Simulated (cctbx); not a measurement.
## Symmetry from intensities

Cell: a = 7.2650 Å, b = 7.2650 Å, c = 11.7360 Å, α = 90.00°, β = 90.00°, γ = 120.00°. Expected content of the cell: Sb1 Mo1 Ca14.

Simulated single-crystal data (cctbx): Cu Kα, λ = 1.54184 Å, to d = 0.83 Å, 70 % of the full sphere, strongest reflection 20000 counts, noise from counting, a 2 % proportional error and a noise floor of 4 counts (s.d.); no absorption.

A first pass over the reflections prints:

```text
2835 reflections to d = 0.830 A
centring   violations  <I/sigma> of those
    A        981 of  1404      9.5
    B       1000 of  1408      9.6
    C        759 of  1406      8.0
    I       1007 of  1431      9.5
    R       1155 of  1892     10.9
    F       1370 of  2109      9.0
Laue class    unique    Rint  (classes that these axes allow; Friedel mates merged)
P -1             1818   0.028
P 1 1 2/m        1040   0.030
P -3              672   0.032
P -3 1 m          388   0.033
P -3 m 1          422   0.032
P 6/m             360   0.033
P 6/m m m         249   0.033
space group    extra absences  I>4sigma  <I/sigma>
P 6 2 2                 0          0         -  acentric
P 6 m m                 0          0         -  acentric
P -6 m 2                0          0         -  acentric
P -6 2 m                0          0         -  acentric
P 6/m m m               0          0         -  centric
Wilson B = 0.71 A^2   <|E^2-1|> = 1.122 (0.968 centric, 0.736 acentric)   E^2>4: 6.5 %
shell (A)         n   <I/sigma>
11.74 - 1.66     44     37.0
 1.66 - 1.32     30     37.4
 1.32 - 1.15     32     32.9
 1.15 - 1.05     28     36.9
 1.05 - 0.97     30     32.9
 0.97 - 0.91     23     31.6
 0.91 - 0.87     32     24.6
 0.87 - 0.83     30     37.8
```

Q: Read the symmetry from these tables.

Every centring test has many violations, so the lattice is primitive.

Rint stays low (0.028 to 0.033) up to P 6/m m m, the highest class in these axes.

5 settings pass the absence test. No glide or screw absences show, which leaves P 6 2 2, P 6 m m, P -6 m 2, P -6 2 m and P 6/m m m.

⟨|E²−1|⟩ = 1.122 is above even the centric ideal, a mark of pseudo-translation (a class of systematically weak reflections). It says nothing here on a centre of symmetry. The Wilson B of 0.71 Å² means U ≈ 0.0090 Å².

The true group is P-6m2 (no. 187), Laue class 6/mmm, non-centrosymmetric. The tables only narrow the choice to the tied entries; cell content, site symmetry and trial solutions must settle it.

The model is made up (kin elements in a known structure type, no relaxation), so it says nothing on whether the phase exists.

[Logs are printed without paths, hosts, clocks, repeated set-up lines and the standing remarks that a program may print on its own settings, such as how far it seeks lower states.]
